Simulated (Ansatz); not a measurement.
## Which site? a vacancy of P in AlP(100) slab, H on both faces (108 atoms)

At which site of AlP(100) slab, H on both faces (108 atoms) does a vacancy of P cost least, and what about the site decides it?

Main program and level: Ansatz 0.2.0; Kohn-Sham DFT, PBE, PAW (set soft_2), plane waves.

### 1. Set-up

The cell holds 108 atoms: 36 Al, 36 P and 36 H. Cell: a = 11.589 Å, b = 11.589 Å, c = 21.292 Å, α = 90.0°, β = 90.0°, γ = 90.0°. It derives from AlP (zinc-blende). Zinc-blende AlP (a = 5.463 Å), (100) slab of 8 atomic planes, 3 x 3 surface cells, H on the broken bonds of both faces, 10 Å of vacuum; displaced by a Gaussian of 0.02 Å. Regions: slab, 72 atoms (36 Al and 36 P); hydrogen, 36 atoms (36 H). Vacuum lies along c.

What the set-up can't give: Caps of real hydrogen don't mimic the fractional bonds of a polar compound, so surface states and strained caps may belong to the model. Sampling is at Γ alone, for a cell whose shortest periodic width is 12 Å.

### 2. Single point at the start

The forces at the start show how far the geometry lies from a minimum of this functional.

Input file input.yaml:

```yaml
crystal:
  lattice:
    - [11.58877, 0.0, 0.0]
    - [0.0, 11.58877, 0.0]
    - [0.0, 0.0, 21.2923]
  atoms:
    - { symbol: Al, position: [0.26542, 0.16781, 0.33636] }
    - { symbol: P, position: [0.26796, 0.33433, 0.27551] }
    - { symbol: Al, position: [0.10083, 0.33669, 0.46585] }
    - { symbol: P, position: [0.10318, 0.16805, 0.40172] }
    - { symbol: Al, position: [0.26675, 0.16846, 0.59278] }
    - { symbol: P, position: [0.26358, 0.33514, 0.53014] }
    - { symbol: Al, position: [0.10008, 0.33338, 0.72302] }
    - { symbol: P, position: [0.09837, 0.16726, 0.65772] }
    - { symbol: Al, position: [0.26592, 0.49995, 0.33628] }
    - { symbol: P, position: [0.26851, 0.67006, 0.2734] }
    - { symbol: Al, position: [0.10175, 0.6673, 0.46751] }
    - { symbol: P, position: [0.10453, 0.50431, 0.40191] }
    - { symbol: Al, position: [0.26701, 0.5019, 0.59383] }
    - { symbol: P, position: [0.26378, 0.66698, 0.52893] }
    - { symbol: Al, position: [0.10155, 0.66681, 0.72064] }
    - { symbol: P, position: [0.10161, 0.50262, 0.6591] }
    - { symbol: Al, position: [0.26747, 0.83225, 0.33723] }
    - { symbol: P, position: [0.26664, 0.99845, 0.27166] }
    - { symbol: Al, position: [0.10172, 0.99887, 0.46658] }
    - { symbol: P, position: [0.10191, 0.83579, 0.40148] }
    - { symbol: Al, position: [0.26679, 0.8337, 0.59411] }
    - { symbol: P, position: [0.26701, 0.00125, 0.53108] }
    - { symbol: Al, position: [0.10104, 0.00022, 0.72389] }
    - { symbol: P, position: [0.09711, 0.8361, 0.65698] }
    - { symbol: Al, position: [0.60069, 0.16842, 0.33653] }
    - { symbol: P, position: [0.60287, 0.33256, 0.27361] }
    - { symbol: Al, position: [0.43364, 0.33537, 0.46539] }
    - { symbol: P, position: [0.43356, 0.16357, 0.40232] }
    - { symbol: Al, position: [0.59842, 0.16672, 0.59355] }
    - { symbol: P, position: [0.59671, 0.33581, 0.5298] }
    - { symbol: Al, position: [0.43331, 0.33072, 0.72196] }
    - { symbol: P, position: [0.43224, 0.16662, 0.65751] }
    - { symbol: Al, position: [0.59839, 0.50252, 0.33711] }
    - { symbol: P, position: [0.59418, 0.66201, 0.27383] }
    - { symbol: Al, position: [0.4341, 0.66881, 0.46578] }
    - { symbol: P, position: [0.43168, 0.50008, 0.40092] }
    - { symbol: Al, position: [0.59977, 0.4991, 0.59542] }
    - { symbol: P, position: [0.60081, 0.66633, 0.53033] }
    - { symbol: Al, position: [0.43372, 0.66575, 0.7237] }
    - { symbol: P, position: [0.43607, 0.50218, 0.65729] }
    - { symbol: Al, position: [0.60106, 0.83477, 0.33714] }
    - { symbol: P, position: [0.59777, 0.99599, 0.27403] }
    - { symbol: Al, position: [0.43398, 0.00015, 0.46536] }
    - { symbol: P, position: [0.43347, 0.82926, 0.4005] }
    - { symbol: Al, position: [0.59934, 0.83175, 0.59477] }
    - { symbol: P, position: [0.59932, 0.00153, 0.5308] }
    - { symbol: Al, position: [0.43691, 0.99821, 0.72281] }
    - { symbol: P, position: [0.4315, 0.83528, 0.65866] }
    - { symbol: Al, position: [0.93549, 0.16699, 0.33846] }
    - { symbol: P, position: [0.9354, 0.33387, 0.27417] }
    - { symbol: Al, position: [0.7658, 0.33043, 0.46562] }
    - { symbol: P, position: [0.76874, 0.16655, 0.40163] }
    - { symbol: Al, position: [0.93153, 0.16763, 0.59483] }
    - { symbol: P, position: [0.933, 0.3344, 0.53197] }
    - { symbol: Al, position: [0.76567, 0.33271, 0.72093] }
    - { symbol: P, position: [0.7648, 0.16514, 0.65821] }
    - { symbol: Al, position: [0.93481, 0.50247, 0.33684] }
    - { symbol: P, position: [0.93252, 0.66544, 0.27311] }
    - { symbol: Al, position: [0.76702, 0.66613, 0.46539] }
    - { symbol: P, position: [0.76481, 0.49882, 0.40238] }
    - { symbol: Al, position: [0.93125, 0.50404, 0.59495] }
    - { symbol: P, position: [0.93387, 0.66812, 0.53127] }
    - { symbol: Al, position: [0.76789, 0.66586, 0.72153] }
    - { symbol: P, position: [0.76882, 0.49815, 0.65634] }
    - { symbol: Al, position: [0.93391, 0.83355, 0.33934] }
    - { symbol: P, position: [0.93141, 0.00091, 0.27168] }
    - { symbol: Al, position: [0.76945, 0.99843, 0.46568] }
    - { symbol: P, position: [0.76582, 0.83124, 0.40152] }
    - { symbol: Al, position: [0.93341, 0.83353, 0.59221] }
    - { symbol: P, position: [0.93344, 0.00029, 0.52938] }
    - { symbol: Al, position: [0.76854, 0.99874, 0.72258] }
    - { symbol: P, position: [0.76738, 0.83391, 0.65844] }
    - { symbol: H, position: [0.36522, 0.33438, 0.23536] }
    - { symbol: H, position: [0.16571, 0.33195, 0.23563] }
    - { symbol: H, position: [0.98874, 0.33396, 0.76444] }
    - { symbol: H, position: [0.21126, 0.33495, 0.76519] }
    - { symbol: H, position: [0.16687, 0.6667, 0.23408] }
    - { symbol: H, position: [0.36596, 0.66717, 0.23532] }
    [... 24 atom lines left out ...]
    - { symbol: H, position: [0.65652, 0.66582, 0.76398] }
    - { symbol: H, position: [0.88022, 0.66092, 0.76469] }
    - { symbol: H, position: [0.83648, 0.00028, 0.23455] }
    - { symbol: H, position: [0.03537, 0.0004, 0.23559] }
    - { symbol: H, position: [0.87609, 0.00132, 0.76465] }
    - { symbol: H, position: [0.65542, 0.00024, 0.76358] }
kpoints:
  mp_grid: { grid: [1, 1, 1] }
hamiltonian:
  xc: pbe
scf:
  occupations: { method: gaussian, width: 0.05 }
output:
  forces: true
```

Run with:

```console
$ ansatz run input.yaml --threads 4 --pin off --max-ram 8192MiB --backend cpu --events-out ev --progress --plain --runs-dir out
```

Numbers of over 12 decimals in the logs are rounded to 6 here.

The log of the run:

```text
Engine: ansatz 0.2.0, x86_64-unknown-linux-gnu
Pseudopotentials: kind: paw
Pseudopotential: Al, paw, valence charge 3, recommended cutoff 420 eV (normal), Al.paw.azcp
Pseudopotential: P, paw, valence charge 5, recommended cutoff 420 eV (normal), P.paw.azcp
Pseudopotential: H, paw, valence charge 1, recommended cutoff 420 eV (normal), H.paw.azcp
Functional definition: PBE
  parameter kappa = 0.804
  parameter beta = 0.066725
  exchange = pbe_x(kappa = kappa, mu = beta*pi^2/3)
  correlation = pbe_c(beta = beta)
Crystal: 108 atoms, lattice volume = 2859.547 Å³
Basis set: ecut = 420 eV, 55887 PW (Γ), exchange–correlation on 160×160×288 points (8 copies of the dense FFT grid, shifted against one another)
Bands: 270, of which v1, the nominal top of the filled ones, is band 162 counted from 1 (161 counted from 0)
Symmetry: 1 space group operations
Space group: P1 (ITA 1), of the structure as read, at distance tolerance 1.4e-4 Å
k-points: 1
Non-local potential: Al, projectors of the file, l = 0: 2, l = 1: 2, l = 2: 1
Non-local potential: P, projectors of the file, l = 0: 2, l = 1: 2, l = 2: 2
Non-local potential: H, projectors of the file, l = 0: 2, l = 1: 1
PAW form: soft (Blöchl's): semilocal exchange-correlation on the pseudo side does not see the compensation charge
PAW one-centre angular grid: Al, 110 points (default); XC on 64 Gauss nodes
PAW one-centre angular grid: P, 110 points (default); XC on 64 Gauss nodes
PAW one-centre angular grid: H, 110 points (default); XC on 64 Gauss nodes
Initial density: superposition of atomic densities (neutral atoms: chi_scale 0, normalization atom), corrected by the library's trained network
Initial wavefunctions: pseudopotential atomic-orbital guess
Functional: x = pbe(κ = 0.804, μ = 0.219515), c = pbe(β = 0.066725)
SCF iter   1: F=—  HF=-47141.491373 eV  |F-HF|=—  |Δ(HF+E_count)|=         —  Δρ=8.52e-3  dr2=4.21e1  ethr=1.77e-3  ⟨swp⟩=8.0  Hψ=1552  notcnv=0  defer=63
preconditioner: auto → Resta (q_TF=auto, 1.898 Å⁻¹)  ε∞=3.0  [insulator: Δε(μ)=0.267 eV  Ē_g=8.895 eV  σ=0.050 eV  W_gap=1.00  n_scr=320 (ndim 8)  ℏωp=12.5 eV  f_vac=0.360  D(μ)=0.04/eV (n_scr^D=0)  ε∞_Penn≈3.0  vacuum switching on, ρ_ref=5.7e-3 e/Å³]
SCF iter   2: F=—  HF=-47156.225820 eV  |F-HF|=—  |Δ(HF+E_count)|=    1.47e1  Δρ=3.19e-2  dr2=7.24e2  ethr=1.77e-3  ⟨swp⟩=2.0  Hψ=373  notcnv=0  defer=101  recentre
preconditioner: auto → LDOS  [insulator: Δε(μ)=0.052 eV  Ē_g=8.741 eV  σ=0.050 eV  W_gap=0.53  n_scr=320 (ndim 8)  ℏωp=12.5 eV  f_vac=0.362  D(μ)=59.88/eV (n_scr^D=368)  ε∞_Penn≈3.0  β→1.0]
SCF iter   3: F=—  HF=-47140.058528 eV  |F-HF|=—  |Δ(HF+E_count)|=    1.62e1  Δρ=5.42e-3  dr2=8.83e0  ethr=1.77e-3  ⟨swp⟩=2.0  Hψ=374  notcnv=0  defer=66
SCF iter   4: F=—  HF=-47139.529977 eV  |F-HF|=—  |Δ(HF+E_count)|=   5.29e-1  Δρ=4.49e-3  dr2=6.48e0  ethr=1.77e-3  ⟨swp⟩=1.0  Hψ=216  notcnv=0  defer=12
automatic band count: iteration 4 solves 187 bands in place of 270: the levels show a gap, and the empty bands left out lie too high to hold charge; the band table lists the bands solved (type scf.n_extra_bands for more)
SCF iter   5: F=—  HF=-47139.378377 eV  |F-HF|=—  |Δ(HF+E_count)|=   1.52e-1  Δρ=2.48e-3  dr2=7.72e-1  ethr=1.77e-3  ⟨swp⟩=4.0  Hψ=620  notcnv=0  defer=88
automatic band count: iteration 5 solves 270 bands in place of 187: the fill leaves degenerate levels part filled, so the SCF keeps every band
SCF iter   6: F=—  HF=-47139.366407 eV  |F-HF|=—  |Δ(HF+E_count)|=   1.20e-2  Δρ=1.14e-3  dr2=4.62e-1  ethr=2.38e-4  ⟨swp⟩=2.0  Hψ=321  notcnv=0  defer=88
SCF iter   7: F=—  HF=-47139.439815 eV  |F-HF|=—  |Δ(HF+E_count)|=   7.34e-2  Δρ=5.53e-3  dr2=1.11e1  ethr=1.43e-4  ⟨swp⟩=2.0  Hψ=184  notcnv=0  defer=88  recentre
SCF iter   8: F=—  HF=-47139.364436 eV  |F-HF|=—  |Δ(HF+E_count)|=   7.54e-2  Δρ=1.53e-3  dr2=1.18e0  ethr=1.43e-4  ⟨swp⟩=1.0  Hψ=182  notcnv=0  defer=88
SCF iter   9: F=—  HF=-47139.350412 eV  |F-HF|=—  |Δ(HF+E_count)|=   1.40e-2  Δρ=4.29e-4  dr2=2.27e-2  ethr=1.43e-4  ⟨swp⟩=2.0  Hψ=183  notcnv=0  defer=88
SCF iter  10: F=—  HF=-47139.349996 eV  |F-HF|=—  |Δ(HF+E_count)|=   4.16e-4  Δρ=3.43e-4  dr2=3.47e-2  ethr=7.00e-6  ⟨swp⟩=2.0  Hψ=245  notcnv=0  defer=88
[...]
SCF iter  21: F=—  HF=-47139.350008 eV  |F-HF|=—  |Δ(HF+E_count)|=   1.22e-6  Δρ=1.22e-5  dr2=9.02e-6  ethr=4.99e-9  ⟨swp⟩=3.0  Hψ=300  notcnv=0  defer=88
SCF iter  22: F=—  HF=-47139.350007 eV  |F-HF|=—  |Δ(HF+E_count)|=   7.82e-7  Δρ=9.81e-6  dr2=5.64e-6  ethr=2.78e-9  ⟨swp⟩=2.0  Hψ=184  notcnv=0  defer=88
SCF iter  23: F=—  HF=-47139.350007 eV  |F-HF|=—  |Δ(HF+E_count)|=   3.79e-7  Δρ=7.76e-6  dr2=3.08e-6  ethr=1.74e-9  ⟨swp⟩=3.0  Hψ=304  notcnv=0  defer=88
SCF iter  24: F=—  HF=-47139.350007 eV  |F-HF|=—  |Δ(HF+E_count)|=   1.50e-7  Δρ=6.71e-6  dr2=2.05e-6  ethr=9.51e-10  ⟨swp⟩=2.0  Hψ=306  notcnv=0  defer=88
SCF iter  25: F=—  HF=-47139.350007 eV  |F-HF|=—  |Δ(HF+E_count)|=   5.01e-7  Δρ=5.25e-6  dr2=1.20e-6  ethr=6.32e-10  ⟨swp⟩=2.0  Hψ=303  notcnv=0  defer=88
SCF iter  26: F=—  HF=-47139.350008 eV  |F-HF|=—  |Δ(HF+E_count)|=   4.06e-7  Δρ=4.00e-6  dr2=6.90e-7  ethr=3.72e-10  ⟨swp⟩=2.0  Hψ=249  notcnv=0  defer=88
SCF iter  27: F=—  HF=-47139.350008 eV  |F-HF|=—  |Δ(HF+E_count)|=   3.23e-7  Δρ=2.84e-6  dr2=3.67e-7  ethr=2.13e-10  ⟨swp⟩=3.0  Hψ=380  notcnv=0  defer=88
SCF iter  28: F=—  HF=-47139.350008 eV  |F-HF|=—  |Δ(HF+E_count)|=   1.66e-7  Δρ=1.96e-6  dr2=1.84e-7  ethr=1.13e-10  ⟨swp⟩=3.0  Hψ=337  notcnv=0  defer=88
SCF iter  29: F=—  HF=-47139.350008 eV  |F-HF|=—  |Δ(HF+E_count)|=   5.99e-8  Δρ=1.49e-6  dr2=1.02e-7  ethr=3.09e-11  ⟨swp⟩=4.0  Hψ=657  notcnv=0
SCF iter  30: F=-47139.350008 eV  HF=-47139.350008 eV  |F-HF|=1.11e-8  |Δ(HF+E_count)|=   3.26e-8  Δρ=1.14e-6  dr2=6.34e-8  ethr=3.09e-11  ⟨swp⟩=4.0  Hψ=611  notcnv=0
SCF 1 converged in 30 iterations: F = -47139.350008 eV  dr2 = 6.34e-8
  greatest PAW one-centre occupation: 0.781 electrons in one spin orbital (limit 2), on the P atom at site 57 (counted from 0), in its partial waves of l = 0
SCF converged after 30 iterations
Free energy (F): -47139.350008 eV
Harris-Foulkes:  -47139.350008 eV  (|F-HF|=1.11e-8)
Internal energy: -47139.218554 eV  (E = F + TS)
E sigma→0 (E₀):  -47139.284281 eV
Entropy (-TS):   -0.131454 eV (-1.217 meV/atom)
Fermi energy:    2.399821 eV
--- Per-component energies (eV) ---
  E_band       = -1347.251196
  E_kinetic    = 3892.621352
  E_local      = -49277.604831  (includes V_loc(G=0)·N_el)
  E_nonlocal   = 1669.613595
  E_hartree    = 23229.180262
  E_xc         = -3976.292848
  E_vxc        = -3654.550130  (∫ρ·V_xc dr)
  E_paw        = -37351.364164  (= ΣΔE_a)
  E_vpaw       = -435.647106  (= ΣTr[D̂ρ^β])
  E_aug_tail   = -0.043765  (compensation charges beyond the density's cutoff)
  E_ewald      = 14674.671844
  E_smearing   = -0.131454  (= −TS)
  E_closure    = 0.000000  (closes the sum)
  Σ components = -47139.350008   (vs F -47139.350008, Δ=0.00e0)
--- Forces (eV/Å), atoms counted from 1 ---
  atom   1  Al     0.38424481    -0.37025220     0.63248988
  atom   2  P     -0.64797421    -0.10710175     0.20142841
  atom   3  Al    -0.37953696    -0.10053614     0.30905428
  atom   4  P     -0.21763739    -0.09651442    -0.41957858
  atom   5  Al    -0.24374420     0.02420515     0.58155157
  atom   6  P      0.48145134     0.04600939    -0.54186729
  atom   7  Al     0.09311294     0.04797109    -0.89004896
  atom   8  P      0.26053626    -0.04750992    -0.20956668
  atom   9  Al     0.28546608     0.40350390     0.58314671
  atom  10  P     -0.62352802    -0.43340819     0.83519057
  atom  11  Al    -0.48219005     0.24388879    -0.04593507
  atom  12  P     -0.61332458    -0.19069564    -0.73779398
  atom  13  Al     0.04837506    -0.06020765     0.37735349
  atom  14  P      0.72884290     0.18144794    -0.09157762
[...]
atom 107  H      0.44455966    -0.00495034     0.67281113
  atom 108  H     -0.03664109    -0.01623990     0.39811501
  max |Σ_I F_I| component: 3.87e-4 eV/Å
```

Run time: 32 s. Hardware: 4 threads of Intel Xeon Platinum 8488C (Sapphire Rapids), shared host; peak memory 2.7 GiB; 1.8 min of CPU time.

In the SCF lines HF is the Harris–Foulkes energy and dr2 the Hartree energy of the density residual, in eV; the loop may stop once dr2 is under the threshold and the program's other checks hold. Hψ counts applications of the Hamiltonian.

The r.m.s. force at the start is 0.45 eV/Å.

(Continued in part 2 of 4.)

[Logs are printed without paths, hosts, clocks, repeated set-up lines and the standing remarks that a program may print on its own settings, such as how far it seeks lower states.]

[Hosts, paths, dates, database ids (printed as entryN), source tags and the programs' standing remarks are cut or masked in the printed files.]
